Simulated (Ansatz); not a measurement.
# A hypothetical structure for Cr2Cu

This structure for Cr2Cu is made up. Its elements were placed in a known structure type with a cell scaled to their sizes. What cell does the guess relax to, and how far off was it?

Main program and level: Ansatz 0.2.0; DFT, PBE, plane-wave PAW, files of the set soft_1, scalar-relativistic, ferromagnetic start, cell and ions relaxed at zero pressure; PAW set soft_1.

### 1. The starting structure

Symmetry: P-3m1, No. 164, trigonal system. The conventional cell has a = 2.515 Å, b = 2.515 Å, c = 6.190 Å, α = 90.00°, β = 90.00°, γ = 120.00°. Nearest to Cu lie 6 Cu at 2.52 Å and 6 Cr at 2.56 Å. Cr has 9 Cr at 2.45 to 2.52 Å and 3 Cu at 2.56 Å nearest. Farther neighbours are not listed.

As a file:

```cif
data_structure
_symmetry_space_group_name_H-M 'P 1'
_symmetry_Int_Tables_number 1
_cell_length_a 2.5150
_cell_length_b 2.5150
_cell_length_c 6.1900
_cell_angle_alpha 90.000
_cell_angle_beta 90.000
_cell_angle_gamma 120.000
_cell_volume 33.91
loop_
_atom_site_label
_atom_site_type_symbol
_atom_site_fract_x
_atom_site_fract_y
_atom_site_fract_z
_atom_site_occupancy
Cu1 Cu 0.00000 0.00000 0.00000 1
Cr2 Cr 0.66667 0.33333 0.34050 1
Cr3 Cr 0.33333 0.66667 0.65950 1
```

### 2. Relaxation of the guess

The guess takes its coordinates from another compound and its volume from a rule, so the cell and any free coordinates are relaxed together.

File input.yaml:

```yaml
crystal:
  lattice:
    - [2.515, 0.0, 0.0]
    - [-1.2575, 2.178053891, 0.0]
    - [0.0, 0.0, 6.19]
  atoms:
    - { symbol: Cu, position: [0.0, 0.0, 0.0], spin: 0.6 }
    - { symbol: Cr, position: [0.666666667, 0.333333333, 0.3405], spin: 3.0 }
    - { symbol: Cr, position: [0.333333333, 0.666666667, 0.6595], spin: 3.0 }
magnetization:
  spin_polarized: true
kpoints:
  mp_grid: { grid: [12, 12, 5] }
scf:
  occupations: { method: fermi_dirac, width: 0.05 }
hamiltonian:
  xc: pbe
  pseudopotentials: { kind: paw, azcp: { folder: soft_1 } }
relax:
  f_tol: 0.015
  max_steps: 70
  cell: {}
output:
  forces: true
  stress: true
```

On the command line:

```console
$ ansatz run input.yaml --threads 4 --pin off --max-ram 8192MiB --backend cpu --events-out ev --progress --plain --runs-dir out
```

Numbers of over 12 decimals in the logs are rounded to 6 here.

The log of the run:

```text
Engine: ansatz 0.2.0, x86_64-unknown-linux-gnu
Pseudopotentials: kind: paw
Pseudopotential: Cu, paw, valence charge 19, recommended cutoff 420 eV (normal), soft_1/Cu.paw.azcp
Pseudopotential: Cr, paw, valence charge 14, recommended cutoff 420 eV (normal), soft_1/Cr.paw.azcp
Functional definition: PBE
  parameter kappa = 0.804
  parameter beta = 0.066725
  exchange = pbe_x(kappa = kappa, mu = beta*pi^2/3)
  correlation = pbe_c(beta = beta)
Crystal: 3 atoms, lattice volume = 33.908 Å³
Basis set: ecut = 420 eV, 675 PW (Γ), exchange–correlation on 36×36×90 points (8 copies of the dense FFT grid, shifted against one another)
Bands: 33, of which v1, the nominal top of the filled ones, is band 24 counted from 1 (23 counted from 0)
Symmetry: 12 space group operations
Space group: P-3m1 (ITA 164), of the structure as read, at distance tolerance 3.2e-5 Å
Magnetic group: BNS 164.85 (UNI 1315), of the structure as read, at distance tolerance 3.2e-5 Å
k-points: 81 of 720
Non-local potential: Cu, projectors of the file, l = 0: 3, l = 1: 2, l = 2: 3, l = 3: 1
Non-local potential: Cr, projectors of the file, l = 0: 3, l = 1: 2, l = 2: 3, l = 3: 1
PAW form: soft (Blöchl's): semilocal exchange-correlation on the pseudo side does not see the compensation charge
PAW one-centre angular grid: Cu, 590 points (default); XC on 64 Gauss nodes
PAW one-centre angular grid: Cr, 590 points (default); XC on 64 Gauss nodes
Initial density: superposition of atomic densities (chi_scale 0.1, normalization cell)
Starting moments: Σ|m| = 6.6 μB on 3 of 3 sites
Initial wavefunctions: pseudopotential atomic-orbital guess
Functional: x = pbe(κ = 0.804, μ = 0.219515), c = pbe(β = 0.066725)
SCF iter   1: F=—  HF=-13383.084740 eV  |F-HF|=—  |Δ(HF+E_count)|=         —  Δρ=2.09e-1 (↑2.09e-1 ↓1.85e-1)  dr2=4.10e1  dr2_m=1.30e0  M=4.020 μB ∫|m|=4.048 μB  β_m=0.30  ethr=3.10e-3  ⟨swp⟩=4.8  Hψ=17542  notcnv=0
Mixer restart at iter 1: flushing history
preconditioner: auto → none  [metal: Δε(μ)=0.006 eV  Ē_g=8.162 eV  σ=0.050 eV  W_gap=0.03  n_scr=4 (ndim 8)  ℏωp=30.6 eV  f_vac=0.000  D(μ)=3.02/eV (n_scr^D=36)  sad-step TF]
SCF iter   2: F=—  HF=-13380.131549 eV  |F-HF|=—  |Δ(HF+E_count)|=    2.95e0  Δρ=1.10e-1 (↑1.10e-1 ↓6.29e-2)  dr2=5.12e0  dr2_m=7.29e-1  M=3.956 μB ∫|m|=3.958 μB  β_m=0.30  ethr=3.10e-3  ⟨swp⟩=3.2  Hψ=13631  notcnv=0  defer=272
SCF iter   3: F=—  HF=-13378.723424 eV  |F-HF|=—  |Δ(HF+E_count)|=    1.41e0  Δρ=5.61e-2 (↑4.75e-2 ↓5.61e-2)  dr2=2.74e0  dr2_m=2.95e-1  M=3.963 μB ∫|m|=3.970 μB  β_m=0.33  ethr=3.10e-3  ⟨swp⟩=2.0  Hψ=11659  notcnv=0  defer=300
SCF iter   4: F=—  HF=-13378.621855 eV  |F-HF|=—  |Δ(HF+E_count)|=   1.02e-1  Δρ=3.15e-2 (↑3.15e-2 ↓2.35e-2)  dr2=1.50e-1  dr2_m=2.02e-1  M=3.594 μB ∫|m|=3.610 μB  β_m=0.38  ethr=3.10e-3  ⟨swp⟩=2.0  Hψ=7713  notcnv=0  defer=282
SCF iter   5: F=—  HF=-13380.123211 eV  |F-HF|=—  |Δ(HF+E_count)|=         —  Δρ=1.08e-1 (↑1.08e-1 ↓1.02e-1)  dr2=3.24e-1  dr2_m=3.39e0  M=1.062 μB ∫|m|=1.077 μB  β_m=1.00  ethr=3.20e-4  ⟨swp⟩=2.5  Hψ=9087  notcnv=0  defer=286
Mixer restart at iter 5: flushing history
SCF iter   6: F=—  HF=-13380.867758 eV  |F-HF|=—  |Δ(HF+E_count)|=   7.45e-1  Δρ=7.26e-2 (↑7.26e-2 ↓7.09e-2)  dr2=1.15e1  dr2_m=7.84e-2  M=0.620 μB ∫|m|=0.632 μB  β_m=0.38  ethr=1.06e-4  ⟨swp⟩=3.6  Hψ=13542  notcnv=0  defer=324
SCF iter   7: F=—  HF=-13387.022671 eV  |F-HF|=—  |Δ(HF+E_count)|=    6.15e0  Δρ=4.00e-1 (↑3.85e-1 ↓4.00e-1)  dr2=2.68e2  dr2_m=1.32e-1  M=0.329 μB ∫|m|=0.341 μB  β_m=0.19  ethr=1.06e-4  ⟨swp⟩=4.0  Hψ=15389  notcnv=0  defer=404  recentre
SCF iter   8: F=—  HF=-13379.964018 eV  |F-HF|=—  |Δ(HF+E_count)|=    7.06e0  Δρ=5.50e-2 (↑5.50e-2 ↓5.36e-2)  dr2=4.76e0  dr2_m=6.30e-2  M=0.550 μB ∫|m|=0.562 μB  β_m=0.21  ethr=1.06e-4  ⟨swp⟩=4.0  Hψ=16577  notcnv=0  defer=205
SCF iter   9: F=—  HF=-13379.492391 eV  |F-HF|=—  |Δ(HF+E_count)|=   4.72e-1  Δρ=2.86e-2 (↑2.86e-2 ↓2.69e-2)  dr2=9.22e-1  dr2_m=4.36e-2  M=0.479 μB ∫|m|=0.492 μB  β_m=0.35  ethr=1.06e-4  ⟨swp⟩=2.3  Hψ=11669  notcnv=0  defer=372
SCF iter  10: F=—  HF=-13379.401478 eV  |F-HF|=—  |Δ(HF+E_count)|=   9.09e-2  Δρ=1.13e-2 (↑6.01e-3 ↓1.13e-2)  dr2=2.27e-2  dr2_m=1.78e-2  M=0.394 μB ∫|m|=0.406 μB  β_m=0.29  ethr=1.06e-4  ⟨swp⟩=2.1  Hψ=9554  notcnv=0  defer=377
SCF iter  11: F=—  HF=-13379.463208 eV  |F-HF|=—  |Δ(HF+E_count)|=   6.17e-2  Δρ=2.52e-2 (↑2.31e-2 ↓2.52e-2)  dr2=8.82e-1  dr2_m=3.77e-3  M=0.285 μB ∫|m|=0.293 μB  β_m=0.33  ethr=4.82e-5  ⟨swp⟩=2.1  Hψ=10478  notcnv=0  defer=373  recentre
SCF iter  12: F=—  HF=-13379.410975 eV  |F-HF|=—  |Δ(HF+E_count)|=   5.22e-2  Δρ=1.21e-2 (↑9.35e-3 ↓1.21e-2)  dr2=1.75e-1  dr2_m=6.49e-3  M=0.286 μB ∫|m|=0.296 μB  β_m=0.60  ethr=4.82e-5  ⟨swp⟩=2.1  Hψ=9336  notcnv=0  defer=368
SCF iter  13: F=—  HF=-13379.423706 eV  |F-HF|=—  |Δ(HF+E_count)|=   1.27e-2  Δρ=1.56e-2 (↑1.45e-2 ↓1.56e-2)  dr2=3.21e-1  dr2_m=1.38e-3  M=0.167 μB ∫|m|=0.173 μB  β_m=0.55  ethr=4.82e-5  ⟨swp⟩=2.0  Hψ=7182  notcnv=0  defer=362
SCF iter  14: F=—  HF=-13379.414931 eV  |F-HF|=—  |Δ(HF+E_count)|=   8.77e-3  Δρ=1.20e-2 (↑1.16e-2 ↓1.20e-2)  dr2=2.10e-1  dr2_m=1.20e-4  M=0.087 μB ∫|m|=0.091 μB  β_m=0.77  ethr=4.82e-5  ⟨swp⟩=1.5  Hψ=5840  notcnv=0  defer=363
SCF iter  15: F=—  HF=-13379.397998 eV  |F-HF|=—  |Δ(HF+E_count)|=   1.69e-2  Δρ=3.29e-4 (↑3.29e-4 ↓3.02e-4)  dr2=2.87e-5  dr2_m=1.97e-5  M=0.029 μB ∫|m|=0.030 μB  β_m=0.84  ethr=4.82e-5  ⟨swp⟩=2.0  Hψ=8270  notcnv=0  defer=363
SCF iter  16: F=—  HF=-13379.398023 eV  |F-HF|=—  |Δ(HF+E_count)|=   2.51e-5  Δρ=3.22e-4 (↑3.22e-4 ↓2.23e-4)  dr2=3.21e-5  dr2_m=1.69e-5  M=0.019 μB ∫|m|=0.019 μB  β_m=0.92  ethr=6.11e-8  ⟨swp⟩=2.1  Hψ=9635  notcnv=0  defer=348
SCF iter  17: F=—  HF=-13379.398031 eV  |F-HF|=—  |Δ(HF+E_count)|=   7.76e-6  Δρ=2.44e-4 (↑2.09e-4 ↓2.44e-4)  dr2=7.61e-5  dr2_m=5.67e-7  M=0.006 μB ∫|m|=0.006 μB  β_m=0.71  ethr=6.11e-8  ⟨swp⟩=2.1  Hψ=7424  notcnv=0  defer=348
SCF iter  18: F=—  HF=-13379.398026 eV  |F-HF|=—  |Δ(HF+E_count)|=   5.42e-6  Δρ=8.11e-5 (↑6.39e-5 ↓8.11e-5)  dr2=8.14e-6  dr2_m=1.71e-7  M=0.003 μB ∫|m|=0.003 μB  β_m=0.68  ethr=6.11e-8  ⟨swp⟩=1.7  Hψ=6329  notcnv=0  defer=348
SCF iter  19: F=—  HF=-13379.398025 eV  |F-HF|=—  |Δ(HF+E_count)|=   5.83e-7  Δρ=2.95e-5 (↑2.53e-5 ↓2.95e-5)  dr2=6.45e-7  dr2_m=4.30e-8  M=0.002 μB ∫|m|=0.002 μB  β_m=0.75  ethr=1.73e-8  ⟨swp⟩=1.0  Hψ=5350  notcnv=0  defer=348
SCF iter  20: F=—  HF=-13379.398025 eV  |F-HF|=—  |Δ(HF+E_count)|=   7.48e-9  Δρ=7.22e-6 (↑7.22e-6 ↓5.81e-6)  dr2=1.95e-8  dr2_m=9.09e-9  M=0.000 μB ∫|m|=0.000 μB  β_m=0.77  ethr=1.37e-9  ⟨swp⟩=2.4  Hψ=7957  notcnv=0  defer=348
[...]
SCF iter  11: F=-13379.645533 eV  HF=-13379.645533 eV  |F-HF|=2.12e-9  |Δ(HF+E_count)|=   7.43e-9  Δρ=1.26e-6 (↑6.62e-7 ↓1.26e-6)  dr2=2.39e-9  dr2_m=1.75e-10  M=-0.000 μB ∫|m|=0.000 μB  β_m=0.77  ethr=1.55e-11  ⟨swp⟩=1.0  Hψ=14168  notcnv=0
SCF iter  12: F=-13379.645533 eV  HF=-13379.645533 eV  |F-HF|=4.37e-10  |Δ(HF+E_count)|=  1.66e-10  Δρ=8.24e-7 (↑6.25e-7 ↓8.24e-7)  dr2=4.39e-10  dr2_m=2.95e-11  M=-0.000 μB ∫|m|=0.000 μB  ethr=5.08e-12  ⟨swp⟩=1.0  Hψ=14073  notcnv=0
the starting moments were not kept: the SCF closed with an absolute magnetisation of 8.5e-6 μB, where they sum to 6.6 μB in size (3 sites). That is at most 0.1 of that sum. Measured as dr2_m measures the in/out step, that magnetisation stands 1.9e-11 eV from none, at or under the dr2_threshold of 3.0e-7 eV: it is no larger than a step whose dr2_m would equal this threshold.
SCF 3 converged in 12 iterations: F = -13379.645533 eV  dr2 = 4.39e-10
relax step   3: F+E_penalty+E_count = -13379.64553261 eV  Δ(F+E_penalty+E_count) = -5.999e-2 eV  max|allowed force component| = 7.886e-2 eV/Å  Δτ_max = 0.0257 Å  P = -0.065 GPa  Ω = 35.582 Å³  energy of the carried Pulay correction = -1.059e-3 eV  (12 SCF iters, dr2 threshold 3.00e-7 eV, accepted)
[...]
relax step   4: F+E_penalty+E_count = -13379.64594966 eV  Δ(F+E_penalty+E_count) = -4.170e-4 eV  max|allowed force component| = 5.352e-3 eV/Å  Δτ_max = 0.0035 Å  P = -0.026 GPa  Ω = 35.581 Å³  energy of the carried Pulay correction = -1.058e-3 eV  (9 SCF iters, dr2 threshold 3.00e-7 eV, accepted)
[...]
relax step   5: F+E_penalty+E_count = -13379.64595414 eV  Δ(F+E_penalty+E_count) = -4.482e-6 eV  max|allowed force component| = 4.070e-4 eV/Å  Δτ_max = 0.0003 Å  P = -0.007 GPa  Ω = 35.580 Å³  energy of the carried Pulay correction = -1.057e-3 eV  (8 SCF iters, dr2 threshold 6.81e-9 eV, accepted)
[...]
relax step   6: F+E_penalty+E_count = -13379.64739798 eV  Δ(F+E_penalty+E_count) = -1.444e-3 eV  max|allowed force component| = 1.062e-4 eV/Å  Δτ_max = 0.0000 Å  P = +0.042 GPa  Ω = 35.580 Å³  stress off target by 1.42e-1 GPa  SCF on the basis re-selected at this cell (its energy is not comparable with the rows above)  (14 SCF iters)
[...]
relax step   7: F+E_penalty+E_count = -13379.64739746 eV  Δ(F+E_penalty+E_count) = +5.247e-7 eV  max|allowed force component| = 5.990e-5 eV/Å  Δτ_max = 0.0001 Å  P = -0.017 GPa  Ω = 35.592 Å³  energy of the carried Pulay correction = -6.979e-6 eV  (8 SCF iters, dr2 threshold 5.04e-8 eV, accepted)
iter 1 solved again at ethr=1.12e-9 eV; its pass at ethr=3.10e-3 eV (dr2=5.29e-7 eV) is discarded
SCF iter   1: F=—  HF=-13379.647406 eV  |F-HF|=—  |Δ(HF+E_count)|=         —  Δρ=7.08e-7 (↑7.08e-7 ↓5.97e-7)  dr2=5.24e-11  dr2_m=7.43e-11  M=-0.000 μB ∫|m|=0.000 μB  β_m=0.65  ethr=1.12e-9  ⟨swp⟩=3.6  Hψ=33522  notcnv=0
preconditioner: auto → none  [metal: Δε(μ)=0.022 eV  Ē_g=7.534 eV  σ=0.050 eV  W_gap=0.11  n_scr=4 (ndim 8)  ℏωp=29.9 eV  f_vac=0.000  D(μ)=2.97/eV (n_scr^D=38)]
SCF iter   2: F=—  HF=-13379.647406 eV  |F-HF|=—  |Δ(HF+E_count)|=  5.66e-10  Δρ=9.72e-7 (↑9.28e-7 ↓9.72e-7)  dr2=1.21e-9  dr2_m=2.51e-11  M=-0.000 μB ∫|m|=0.000 μB  β_m=0.30  ethr=1.00e-12  ⟨swp⟩=2.0  Hψ=9221  notcnv=0
SCF iter   3: F=—  HF=-13379.647406 eV  |F-HF|=—  |Δ(HF+E_count)|=  3.46e-10  Δρ=9.57e-7 (↑9.57e-7 ↓9.31e-7)  dr2=1.43e-9  dr2_m=2.19e-11  M=-0.000 μB ∫|m|=0.000 μB  β_m=0.22  ethr=1.00e-12  ⟨swp⟩=2.0  Hψ=8680  notcnv=0
SCF iter   4: F=—  HF=-13379.647406 eV  |F-HF|=—  |Δ(HF+E_count)|=  5.28e-11  Δρ=2.45e-7 (↑1.21e-7 ↓2.45e-7)  dr2=2.24e-11  dr2_m=6.99e-12  M=-0.000 μB ∫|m|=0.000 μB  β_m=0.61  ethr=1.00e-12  ⟨swp⟩=2.0  Hψ=6577  notcnv=0
SCF iter   5: F=—  HF=-13379.647406 eV  |F-HF|=—  |Δ(HF+E_count)|=  1.73e-10  Δρ=1.75e-7 (↑1.75e-7 ↓1.64e-7)  dr2=2.17e-11  dr2_m=1.80e-12  M=-0.000 μB ∫|m|=0.000 μB  β_m=0.64  ethr=1.00e-12  ⟨swp⟩=1.0  Hψ=5349  notcnv=0
SCF iter   6: F=—  HF=-13379.647406 eV  |F-HF|=—  |Δ(HF+E_count)|=  7.28e-11  Δρ=1.35e-7 (↑1.29e-7 ↓1.35e-7)  dr2=4.49e-11  dr2_m=1.80e-14  M=-0.000 μB ∫|m|=0.000 μB  β_m=0.64  ethr=1.00e-12  ⟨swp⟩=1.0  Hψ=5346  notcnv=0
SCF iter   7: F=-13379.647406 eV  HF=-13379.647406 eV  |F-HF|=1.09e-11  |Δ(HF+E_count)|=  3.64e-12  Δρ=6.01e-8 (↑5.83e-8 ↓6.01e-8)  dr2=6.91e-12  dr2_m=1.59e-15  M=-0.000 μB ∫|m|=0.000 μB  ethr=1.00e-12  ⟨swp⟩=2.9  Hψ=16124  notcnv=0
the starting moments were not kept: the SCF closed with an absolute magnetisation of 9.2e-8 μB, where they sum to 6.6 μB in size (3 sites). That is at most 0.1 of that sum. Measured as dr2_m measures the in/out step, that magnetisation stands 3.3e-15 eV from none, at or under the dr2_threshold of 3.0e-11 eV: it is no larger than a step whose dr2_m would equal this threshold.
SCF 8 converged in 7 iterations: F = -13379.647406 eV  dr2 = 6.91e-12
relax step   8: F+E_penalty+E_count = -13379.64740640 eV  Δ(F+E_penalty+E_count) = -8.940e-6 eV  max|allowed force component| = 8.345e-5 eV/Å  Δτ_max = 0.0000 Å  P = -0.018 GPa  Ω = 35.592 Å³  stress off target by 2.24e-2 GPa  SCF on the basis re-selected at this cell (its energy is not comparable with the rows above)  (7 SCF iters)
basis re-selected at this cell: Δ(F+E_penalty+E_count) = -8.940e-6 eV, ΔP = -0.001 GPa vs the last step (what re-selecting the basis moved, of the pressure what is left beyond the Pulay correction that the steps carried, after the strain that the cell walked since its last selection, with what the two solves' SCF thresholds leave and, on support functions, any second-order correction that the steps lacked; it is no m [...]
SCF converged after 7 iterations
Magnetization: -0.0000 μB (23.5000 up, 23.5000 down)
Absolute magnetization: 0.0000 μB (∫|ρ↑−ρ↓|, with the PAW one-centre terms)
Spin contamination: 0.0000 ħ² per cell (⟨S²⟩ above its minimum at these occupations)
Per-site moments (μB) at R_I (Å): [(-2.1599795313748035e-9, 1.027314), (-3.741752580920742e-8, 1.027314), (-3.7417525749198976e-8, 1.027314)]
Free energy (F): -13379.647406 eV
Harris-Foulkes:  -13379.647406 eV  (|F-HF|=1.09e-11)
Internal energy: -13379.622835 eV  (E = F + TS)
E sigma→0 (E₀):  -13379.635121 eV
Entropy (-TS):   -0.024572 eV (-8.191 meV/atom)
Fermi energy:    17.958582 eV
--- Per-component energies (eV) ---
  E_band       = -665.365508
  E_kinetic    = 868.485472
  E_local      = -7084.158281  (includes V_loc(G=0)·N_el)
  E_nonlocal   = 970.480842
  E_hartree    = 3120.562442
  E_xc         = -301.671153
  E_vxc        = -385.306363  (∫ρ·V_xc dr)
  E_paw        = -4249.424162  (= ΣΔE_a)
  E_vpaw       = -1275.994430  (= ΣTr[D̂ρ^β])
  E_aug_tail   = 0.002396  (compensation charges beyond the density's cutoff)
  E_ewald      = -6703.900391
  E_smearing   = -0.024572  (= −TS)
  E_closure    = 0.000000  (closes the sum)
  Σ components = -13379.647406   (vs F -13379.647406, Δ=0.00e0)
--- Forces (eV/Å), atoms counted from 1 ---
  atom   1  Cu     0.00000000     0.00000000    -0.00000000
  atom   2  Cr     0.00000000     0.00000000     0.00008345
  atom   3  Cr    -0.00000000    -0.00000000    -0.00008345
  max |Σ_I F_I| component: 2.31e-18 eV/Å
--- Stress (GPa, compression-positive) ---
       -0.015455       0.000000       0.000000
        0.000000      -0.015455       0.000000
        0.000000       0.000000      -0.022386
  P = ⅓ Tr σ = -0.0178 GPa (-0.178 kbar)
--- Relaxed structure (6 steps of the walk, 6 accepted, 2 SCFs on fresh bases) ---
  F+E_penalty+E_count = -13379.64740640 eV   max|allowed force component| = 8.345e-5 eV/Å   (the final SCF, on the basis selected at the relaxed cell)
  cell:  # Å, volume = 35.5916 Å³
    - [2.490458, 0.0, 0.0]
    - [-1.245229, 2.156800, 0]
    - [0.0, 0, 6.626112]
  atoms:
    - { symbol: Cu, position: [0, 0, 0] }
    - { symbol: Cr, position: [0.666667, 0.333333, 0.333553] }
    - { symbol: Cr, position: [0.333333, 0.666667, 0.666447] }
```

It took 21 s on 4 threads of Intel Xeon Platinum 8375C at 2.90GHz (Ice Lake), shared host; peak memory 0.64 GiB; 77 s of CPU time.

The steps of the relaxation:

```
step  energy less that of the first step (eV)  largest force component (eV/Å)  pressure (GPa)  volume (Å³)
   1                                   0.0000                          1.1824           12.77        33.91
   2                                  -0.1875                          0.5844            3.39        35.08
   3                                  -0.2475                          0.0789           -0.07        35.58
   4                                  -0.2479                          0.0054           -0.03        35.58
   5                                  -0.2479                          0.0004           -0.01        35.58
  6*                                  -0.2494                          0.0001            0.04        35.58
   7                                  -0.2494                          0.0001           -0.02        35.59
  8*                                  -0.2494                          0.0001           -0.02        35.59
```

Relaxation steps marked * repeat the geometry before them on a plane-wave basis chosen anew for their cell, so energy and pressure can jump there.

The run keeps the 12 symmetry operations that it works with, so distortions that break them were not tested.

| conventional cell, symmetrised | before | after | change |
| --- | --- | --- | --- |
| a (Å) | 2.515 | 2.490 | -1.0 % |
| b (Å) | 2.515 | 2.490 | -1.0 % |
| c (Å) | 6.190 | 6.626 | +7.0 % |
| volume (Å³/atom) | 11.30 | 11.86 | +5.0 % |

The atoms that moved most (Å, as changes of fractional coordinates times the final cell):

```csv
atom,dx,dy,dz,length
Cr3,0.000,0.000,0.046,0.046
Cr2,0.000,0.000,-0.046,0.046
```

Final coordinates:

```cif
data_structure
_symmetry_space_group_name_H-M 'P 1'
_symmetry_Int_Tables_number 1
_cell_length_a 2.4905
_cell_length_b 2.4905
_cell_length_c 6.6261
_cell_angle_alpha 90.000
_cell_angle_beta 90.000
_cell_angle_gamma 120.000
_cell_volume 35.59
loop_
_atom_site_label
_atom_site_type_symbol
_atom_site_fract_x
_atom_site_fract_y
_atom_site_fract_z
_atom_site_occupancy
Cu1 Cu 0.00000 0.00000 0.00000 1
Cr2 Cr 0.66667 0.33333 0.33355 1
Cr3 Cr 0.33333 0.66667 0.66645 1
```

This step gave:

```yaml
free_energy: -13379.6474 eV
energy_at_zero_smearing: -13379.6351 eV
smearing_term_ts: 0.02457 eV
fermi_energy: 17.96 eV
electrons: 47
symmetry_operations: 12
pressure: -0.01777 GPa
```

The shortest distance of each pair, which need not be the same contact before and after:

| pair | guess (Å) | relaxed (Å) |
| --- | --- | --- |
| Cu–Cu | 2.515 | 2.490 |
| Cr–Cr | 2.451 | 2.490 |
| Cr–Cu | 2.559 | 2.637 |

The relaxation ends with a largest force component of 8.3e-5 eV/Å and a pressure of -0.02 GPa. No moment survives the cycle: this start ends non-magnetic.

### 3. Summary of results

- space group, relaxed: P-3m1
- conventional cell: a = 2.490, b = 2.490, c = 6.626 Å; α = 90.0°, β = 90.0°, γ = 120.0°
- volume per atom: 11.86 Å³ (guess 11.30)
- total moment: 0.00 μB in the cell of 3 atoms

**Reading.** Cr2Cu relaxes to P-3m1 with a = 2.490, b = 2.490 and c = 6.626 Å. The guessed volume was 5 % too small. The space group P-3m1 was held in the relaxation, so the end point is a stationary structure within it and may be a saddle against distortions or other arrangements. The moments died out from this one start and weren't seeded again at the relaxed cell. Mesh and cutoff weren't tested. No dispersion term is used, so weakly bound directions may come out too long. Nothing here tests whether the compound is stable against decomposition.

[Logs are printed without paths, hosts, clocks, repeated set-up lines and the standing remarks that a program may print on its own settings, such as how far it seeks lower states.]

[Hosts, paths, dates, database ids (printed as entryN), source tags and the programs' standing remarks are cut or masked in the printed files.]
